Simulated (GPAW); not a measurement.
## K2Pt (Fm-3m): G0W0 on several meshes in GPAW

Wanted: mesh dependence and cost of G0W0 for K2Pt (Fm-3m).

Calculated with GPAW 26.7.0; LDA and many-body steps on it, plane waves.

## (1) The structure

Symmetry: Fm-3m, No. 225, cubic system. The conventional cell has a = 7.563 Å, b = 7.563 Å, c = 7.563 Å, α = 90.00°, β = 90.00°, γ = 90.00°. K has 4 Pt at 3.27 Å nearest. Nearest to Pt lie 8 K at 3.27 Å. Farther neighbours are not listed.

Coordinates:

```cif
data_structure
_symmetry_space_group_name_H-M 'P 1'
_symmetry_Int_Tables_number 1
_cell_length_a 5.3478
_cell_length_b 5.3478
_cell_length_c 5.3478
_cell_angle_alpha 60.000
_cell_angle_beta 60.000
_cell_angle_gamma 60.000
_cell_volume 108.15
loop_
_atom_site_label
_atom_site_type_symbol
_atom_site_fract_x
_atom_site_fract_y
_atom_site_fract_z
_atom_site_occupancy
K1 K 0.75000 0.75000 0.75000 1
K2 K 0.25000 0.25000 0.25000 1
Pt3 Pt 0.00000 0.00000 0.00000 1
```

The cell and positions are those that the Materials Project relaxed with its own functionals (PBE, PBE+U or r2SCAN), kept fixed. Spin-orbit coupling is left out unless a step names it.

## (2) Empty states on the mesh, 2×2×2 mesh, 373 bands

This step: GPAW 26.7.0; DFT, LDA, plane waves, PAW.

The sums over transitions need many empty states on a uniform mesh; this step solves for them.

run.py

```python
import json
import numpy as np
from gpaw.mpi import world
from gpaw import GPAW

calc = GPAW('gs.gpw').fixed_density(kpts={'size': (2, 2, 2), 'gamma': True},
    parallel={'domain': 1, 'band': 1},
    txt='nscf.txt')
calc.diagonalize_full_hamiltonian(nbands=373)
calc.write('full.gpw', mode='all')
res = {}
kpts = calc.get_ibz_k_points()
res['kpts'] = kpts
res['eigenvalues'] = [calc.get_eigenvalues(kpt=k) for k in range(len(kpts))]
res['n_electrons'] = calc.get_number_of_electrons()

if world.rank == 0:
    with open('result.json', 'w') as f:
        json.dump(res, f, default=lambda x: x.tolist())
```

Launch:

```console
$ mpirun -n 3 gpaw python run.py
```

Numbers of over 12 decimals in the logs are rounded to 6 here.

The program printed:

```text
Diagonalizing LCAO Hamiltonian
Converting LCAO to pw mode
convergence criteria:
- Maximum integral of absolute [eigenst]ate change: 4e-08 eV^2 / valence electron
maximum number of iterations: 100

SCF iterations
|iter     |     time |      energy | eigst |  dens |
|iter:   1|  |             | +0.49 |       |
|iter:   2|  |             | -0.30 |       |
|iter:   3|  |             | -1.47 |       |
[...]
|iter:  22|  |             | -7.25 |       |
|iter:  23|  |             | -7.40 |       |
|iter:  24|  |             | -7.57c|       |
SCF steps: 24
  __  _  _
 | _ |_)|_||  |
 |__||  | ||/\| - 26.7.0

Input parameters:
  mode=PW(ecut=450.000000),
  convergence={'density': 1e-06, 'bands': -3},
  gpts=array([27, 27, 27]),
  kpts=MonkhorstPack(size=(2, 2, 2), gamma=True),
  maxiter=100,
  nbands=24,
  occupations=Occupations(name='fermi-dirac', width=0.001, fixmagmom=False),
  parallel={'domain': 1, 'band': 1},
  xc=XC(name='LDA')
Matrix size: 2397x2397
# Writing to full.gpw (mode='all')
  [... matrices ...]

timing:  # [seconds]
  Total: 4.931  # ━━━━━━━━━━━━━━━━━━━━━━━━━━━━━━━━━━━━━━━━━━━━━━━━━━━━━━━━━━━
```

Wall time 8.2 s (3 MPI ranks of AMD EPYC 9R45, shared host); peak memory 1.6 GiB; 24 s of CPU time.

Numbers from this step:

| Quantity | Value |
| --- | --- |
| gap | 1.314 eV |
| k of the valence top | 0.5, 0.5, 0 |
| k of the conduction bottom | 0.5, 0.5, 0.5 |
| least direct gap | 1.384 eV |
| k points computed | 3 |
| lowest point of the top converged band, above the valence top | 121.8610 eV |

On this mesh the gap is 1.314 eV.

## (3) 2×2×2

Now the one-shot GW correction: screening in the RPA, then the self-energy of the levels asked for.

This step: G0W0 on LDA, plane waves, PAW.

run.py

```python
import json
import numpy as np
from gpaw.mpi import world
from gpaw.response.g0w0 import G0W0

gw = G0W0('full.gpw',
    filename='gw',
    kpts=[0, 1, 2],
    bands=(15, 19),
    ecut=39,
    nbands=59,
    integrate_gamma='WS',
    ppa=True)
gw.calculate()
res = {mode: {k: v for k, v in r.items() if k != 'sigma_eskwn'}
       for mode, r in gw.all_results.items()}

if world.rank == 0:
    with open('result.json', 'w') as f:
        json.dump(res, f, default=lambda x: x.tolist())
```

Launch:

```console
$ mpirun -n 4 gpaw python run.py
```

The program printed:

```text
Using integrator: PointIntegrator
FrequencyGridDescriptor(from 0.000+0.000j to 0.000+27.211j eV, 2 points)
Nonperiodic BCs:  [False False False]
Using integrator: PointIntegrator
FrequencyGridDescriptor(from 0.000+0.000j to 0.000+27.211j eV, 2 points)
Nonperiodic BCs:  [False False False]
  ___  _ _ _
 |   || | | |
 | | || | | |
 |__ ||_____|
 |___|

BZ k-points: Symmetries present (total): 48

  [... matrices ...]
8 k-points: 2 x 2 x 2 Monkhorst-Pack grid + [1/4,1/4,1/4]
3 k-points in the irreducible part of the Brillouin zone
       k-points in crystal coordinates                weights
   0:     0.00000000    0.00000000    0.00000000          1/8
   1:     0.50000000    0.50000000    0.00000000          3/8
   2:     0.50000000    0.50000000    0.50000000          4/8

Distributing spins, k-points and bands (1 x 3 x 4) over 4 processes
Number of blocks: 1

Quasi particle states:
k-points (IBZ indices): [0, 1, 2]
Band range: (15, 19)
  [... matrices ...]
Computational parameters:
Plane wave cut-off: 39 eV
Number of bands: 59
Coulomb cutoff: None
Broadening: 0.1 eV

fxc modes: GW
Kernel: RPA
Using Godby-Needs plasmon-pole approximation:
  Fitting energy: i*E0, E0 = 1.000 Hartree
Summing all q:

Calculating screened Coulomb potential
No Coulomb truncation
FrequencyGridDescriptor(from 0.000+0.000j to 0.000+27.211j eV, 2 points)
Removing empty qpoint cache files...

Calculating chi0 body with:
    Ground state adapter containing:
    Number of spins: 1
    Number of kpoints: 8
    Number of irreducible kpoints: 3
    Number of completely occupied states: 17
    Number of partially occupied states: 17
    Occupied states memory: 5.105759 M / cpu

    Linear response parametrization:
    q_c: [0.0, 0.0, 0.0]
    Number of frequency points: 2
    Planewave cutoff: 39.0
    Number of bands: 59
    Number of planewaves: 59
    Broadening (eta): 1e-06
    comm.size: 4
    kncomm.size: 4
    blockcomm.size: 1

    Memory estimate of potentially large arrays:
        chi0_wGG: 0.106232 M / cpu
Integrating chi0 body.

Symmetries of q_c:
    Direct symmetries (Uq -> q): 48
    Indirect symmetries (TUq -> q): 0
In total 48 allowed symmetries.

  [... matrices ...]
3 groups of equivalent kpoints. 62.5% reduction.

Integral kind: response function
Integrating chi0 head and wings.

Symmetries of q_c:
    Direct symmetries (Uq -> q): 48
    Indirect symmetries (TUq -> q): 0
In total 48 allowed symmetries.

  [... matrices ...]
3 groups of equivalent kpoints. 62.5% reduction.

Integral kind: response function wings

Calculating chi0 body with:
    Ground state adapter containing:
    Number of spins: 1
    Number of kpoints: 8
    Number of irreducible kpoints: 3
    Number of completely occupied states: 17
    Number of partially occupied states: 17
    Occupied states memory: 5.105759 M / cpu

[... the further q-points ...]

Results:
f:      Occupation numbers
eps:     KS-eigenvalues [eV]
vxc:     KS vxc [eV]
exx:     Exact exchange [eV]
sigma:   Self-energies [eV]
dsigma:  Self-energy derivatives
Z:       Renormalization factors
qp:      QP-energies [eV]

k-point 0 (0): (0.000, 0.000, 0.000)                GW
band       f     eps     vxc     exx   sigma  dsigma       Z      qp
                                                                   GW
  15   1.000   1.616 -23.506 -28.169   4.419  -0.324   0.756   1.431
  16   1.000   1.616 -23.506 -28.169   4.419  -0.324   0.756   1.431
  17   0.000   5.170  -9.605  -5.049  -2.815  -0.235   0.810   6.580
  18   0.000   5.170  -9.605  -5.049  -2.815  -0.235   0.810   6.580

k-point 1 (1): (0.500, 0.500, 0.000)                GW
band       f     eps     vxc     exx   sigma  dsigma       Z      qp
                                                                   GW
  15   1.000   1.622 -23.551 -28.230   4.459  -0.324   0.755   1.455
  16   1.000   1.679 -23.557 -28.048   4.270  -0.321   0.757   1.511
[...]
k-point 2 (2): (0.500, 0.500, 0.500)                GW
band       f     eps     vxc     exx   sigma  dsigma       Z      qp
                                                                   GW
[...]
16   1.000   1.608 -23.430 -28.072   4.413  -0.324   0.755   1.436
  17   0.000   2.993  -8.108  -4.467  -2.708  -0.231   0.813   3.750
  18   0.000   5.815 -10.510  -5.846  -2.795  -0.238   0.808   7.325
```

Wall time 4.2 s (4 MPI ranks); peak memory 1.2 GiB; 16 s of CPU time.

This step gave:

```yaml
g0w0_gap_on_the_points_computed: 2.239 eV
least_direct_g0w0_gap_on_the_computed_points: 2.314 eV
z_at_the_valence_top: 0.7568
z_at_the_conduction_bottom: 0.8126
starting_gap_on_the_mesh: 1.314 eV
k_of_the_valence_top: 0.5, 0.5, 0
k_of_the_conduction_bottom: 0.5, 0.5, 0.5
```

The gap on the mesh goes from 1.31 eV to 2.24 eV, a correction of +0.93 eV.

## (4) Empty states on the mesh, 4×4×4 mesh, 69 bands

This step: DFT, LDA, plane waves, PAW.

run.py

```python
import json
import numpy as np
from gpaw.mpi import world
from gpaw import GPAW

calc = GPAW('gs.gpw').fixed_density(kpts={'size': (4, 4, 4), 'gamma': True},
    nbands=80,
    convergence={'bands': 69},
    txt='nscf.txt')
calc.write('full.gpw', mode='all')
res = {}
kpts = calc.get_ibz_k_points()
res['kpts'] = kpts
res['eigenvalues'] = [calc.get_eigenvalues(kpt=k) for k in range(len(kpts))]
res['n_electrons'] = calc.get_number_of_electrons()

if world.rank == 0:
    with open('result.json', 'w') as f:
        json.dump(res, f, default=lambda x: x.tolist())
```

Launch:

```console
$ mpirun -n 4 gpaw python run.py
```

The program printed:

```text
Diagonalizing LCAO Hamiltonian
Converting LCAO to pw mode
convergence criteria:
- Maximum integral of absolute [eigenst]ate change: 4e-08 eV^2 / valence electron
maximum number of iterations: 100

SCF iterations
|iter     |     time |      energy | eigst |  dens |
|iter:   1|  |             | +3.61 |       |
|iter:   2|  |             | +2.32 |       |
|iter:   3|  |             | +1.16 |       |
[...]
|iter:  13|  |             | -6.83 |       |
|iter:  14|  |             | -7.39 |       |
|iter:  15|  |             | -7.74c|       |
SCF steps: 15
  __  _  _
 | _ |_)|_||  |
 |__||  | ||/\| - 26.7.0

Input parameters:
  mode=PW(ecut=450.000000),
  convergence={'bands': 69},
  gpts=array([27, 27, 27]),
  kpts=MonkhorstPack(size=(4, 4, 4), gamma=True),
  maxiter=100,
  nbands=80,
  occupations=Occupations(name='fermi-dirac', width=0.001, fixmagmom=False),
  parallel={},
  xc=XC(name='LDA')
# Writing to full.gpw (mode='all')
  [... matrices ...]

timing:  # [seconds]
  Total: 0.024  # ━━━━━━━━━━━━━━━━━━━━━━━━━━━━━━━━━━━━━━━━━━━━━━━━━━━━━━━━━━━
```

It took 6.4 s on 4 MPI ranks; peak memory 0.81 GiB; 25 s of CPU time.

Numbers from this step:

```yaml
gap: 1.314 eV
k_of_the_valence_top: 0.5, 0.5, 0
k_of_the_conduction_bottom: 0.5, 0.5, 0.5
least_direct_gap: 1.384 eV
k_points_computed: 8
lowest_point_of_the_top_converged_band_above_the_valence_top: 29.67 eV
```

On this mesh the gap is 1.314 eV.

## (5) 4×4×4

This step: G0W0 on LDA, plane waves, PAW.

run.py

```python
import json
import numpy as np
from gpaw.mpi import world
from gpaw.response.g0w0 import G0W0

gw = G0W0('full.gpw',
    filename='gw',
    kpts=[0, 5, 7],
    bands=(15, 19),
    ecut=39,
    nbands=59,
    integrate_gamma='WS',
    ppa=True)
gw.calculate()
res = {mode: {k: v for k, v in r.items() if k != 'sigma_eskwn'}
       for mode, r in gw.all_results.items()}

if world.rank == 0:
    with open('result.json', 'w') as f:
        json.dump(res, f, default=lambda x: x.tolist())
```

Launch:

```console
$ mpirun -n 4 gpaw python run.py
```

The program printed:

```text
Using integrator: PointIntegrator
FrequencyGridDescriptor(from 0.000+0.000j to 0.000+27.211j eV, 2 points)
Nonperiodic BCs:  [False False False]
Using integrator: PointIntegrator
FrequencyGridDescriptor(from 0.000+0.000j to 0.000+27.211j eV, 2 points)
Nonperiodic BCs:  [False False False]
  ___  _ _ _
 |   || | | |
 | | || | | |
 |__ ||_____|
 |___|

BZ k-points: Symmetries present (total): 48

  [... matrices ...]
64 k-points: 4 x 4 x 4 Monkhorst-Pack grid + [1/8,1/8,1/8]
8 k-points in the irreducible part of the Brillouin zone
       k-points in crystal coordinates                weights
   0:     0.00000000    0.00000000    0.00000000          1/64
   1:     0.25000000    0.25000000    0.00000000          6/64
   2:     0.25000000    0.25000000    0.25000000          8/64
[...]
6:     0.50000000    0.50000000    0.25000000         24/64
   7:     0.50000000    0.50000000    0.50000000          4/64

Distributing spins, k-points and bands (1 x 3 x 4) over 4 processes
Number of blocks: 1

Quasi particle states:
k-points (IBZ indices): [0, 5, 7]
Band range: (15, 19)
  [... matrices ...]
Computational parameters:
Plane wave cut-off: 39 eV
Number of bands: 59
Coulomb cutoff: None
Broadening: 0.1 eV

fxc modes: GW
Kernel: RPA
Using Godby-Needs plasmon-pole approximation:
  Fitting energy: i*E0, E0 = 1.000 Hartree
Summing all q:

Calculating screened Coulomb potential
No Coulomb truncation
FrequencyGridDescriptor(from 0.000+0.000j to 0.000+27.211j eV, 2 points)
Removing empty qpoint cache files...

Calculating chi0 body with:
    Ground state adapter containing:
    Number of spins: 1
    Number of kpoints: 64
    Number of irreducible kpoints: 8
    Number of completely occupied states: 17
    Number of partially occupied states: 17
[...]
blockcomm.size: 1

    Memory estimate of potentially large arrays:
        chi0_wGG: 0.106232 M / cpu
Integrating chi0 body.

Symmetries of q_c:
    Direct symmetries (Uq -> q): 48
    Indirect symmetries (TUq -> q): 0
In total 48 allowed symmetries.

  [... matrices ...]
8 groups of equivalent kpoints. 87.5% reduction.

Integral kind: response function
Integrating chi0 head and wings.

Symmetries of q_c:
    Direct symmetries (Uq -> q): 48
    Indirect symmetries (TUq -> q): 0
In total 48 allowed symmetries.

  [... matrices ...]
8 groups of equivalent kpoints. 87.5% reduction.

Integral kind: response function wings

Calculating chi0 body with:
    Ground state adapter containing:
    Number of spins: 1
    Number of kpoints: 64
    Number of irreducible kpoints: 8
    Number of completely occupied states: 17
    Number of partially occupied states: 17
    Occupied states memory: 5.105759 M / cpu

[... the further q-points ...]

Results:
f:      Occupation numbers
eps:     KS-eigenvalues [eV]
vxc:     KS vxc [eV]
exx:     Exact exchange [eV]
sigma:   Self-energies [eV]
dsigma:  Self-energy derivatives
Z:       Renormalization factors
qp:      QP-energies [eV]

k-point 0 (0): (0.000, 0.000, 0.000)                GW
band       f     eps     vxc     exx   sigma  dsigma       Z      qp
                                                                   GW
  15   1.000   1.616 -23.506 -28.063   4.554  -0.352   0.740   1.613
  16   1.000   1.616 -23.506 -28.063   4.554  -0.352   0.740   1.614
  17   0.000   5.170  -9.605  -4.987  -2.927  -0.237   0.808   6.538
[...]
k-point 1 (5): (0.500, 0.500, 0.000)                GW
band       f     eps     vxc     exx   sigma  dsigma       Z      qp
                                                                   GW
[...]
k-point 2 (7): (0.500, 0.500, 0.500)                GW
band       f     eps     vxc     exx   sigma  dsigma       Z      qp
                                                                   GW
[...]
17   0.000   2.993  -8.108  -4.883  -2.402  -0.223   0.817   3.665
  18   0.000   5.815 -10.510  -5.778  -2.949  -0.245   0.803   7.247
```

Wall time 14 s (4 MPI ranks); peak memory 1.2 GiB; 55 s of CPU time.

Numbers from this step:

```
G0W0 gap on the points computed              : 1.975 eV
least direct G0W0 gap on the computed points : 2.043 eV
Z at the valence top                         : 0.7412
Z at the conduction bottom                   : 0.8174
starting gap on the mesh                     : 1.314 eV
k of the valence top                         : 0.5, 0.5, 0
k of the conduction bottom                   : 0.5, 0.5, 0.5
```

Against G0W0 in GPAW (2×2×2 mesh, 59 bands, screening to 39 eV, Godby-Needs plasmon pole), the gap moves by −0.264 eV.

## (6) The runs together

Times are wall times on 4 MPI ranks of AMD EPYC 9R45, shared host, good to a factor of about two.

| run | mesh | bands | screening cutoff (eV) | DFT gap (eV) | gap on the mesh (eV) | direct (eV) | time |
| --- | --- | --- | --- | --- | --- | --- | --- |
| 2×2×2 | 2×2×2 | 59 | 39 | 1.314 | 2.239 | 2.314 | 4.2 s |
| 4×4×4 | 4×4×4 | 59 | 39 | 1.314 | 1.975 | 2.043 | 14 s |

## (7) Summary of results

```json
{
  "2×2×2": "2.239 eV",
  "4×4×4": "1.975 eV",
  "known limits": "not at the basis limit; no spin polarisation; d states lean on the start; no spin-orbit coupling; coarse k mesh"
}
```

**Reading.** 4×4×4: −0.264 eV against 2×2×2. Bands and cutoff are finite, so the gap is not at the basis limit. The miss can reach some tenths of an eV and take either sign; the mesh is an error of its own. These stock PAW sets were not made for GW. The 2×2×2 mesh is coarse for this cell, which bears on the long-range parts of exchange and screening. Mesh or cutoff lie under what a gap needs, so these runs test behaviour and cost; their gaps are not to be quoted. The runs have no spin polarisation. For a closed low-spin shell that is the natural state; where a d or f shell is open it is a constraint, and the gap is then not the crystal's own. With d states at the gap, one-shot GW leans hard on its start. The many-body steps are scalar-relativistic: spin-orbit coupling is not in them.

[Paths, hosts, dates, memory and timing lines, banners, echoed tables and standing remarks are left out of the program output.]

[Logs are printed without paths, hosts, clocks, repeated set-up lines and the standing remarks that a program may print on its own settings, such as how far it seeks lower states.]

[Runs of the session that timed out or met a known fault of the program may be left out.]

[Hosts, paths, dates, database ids (printed as entryN), source tags and the programs' standing remarks are cut or masked in the printed files.]
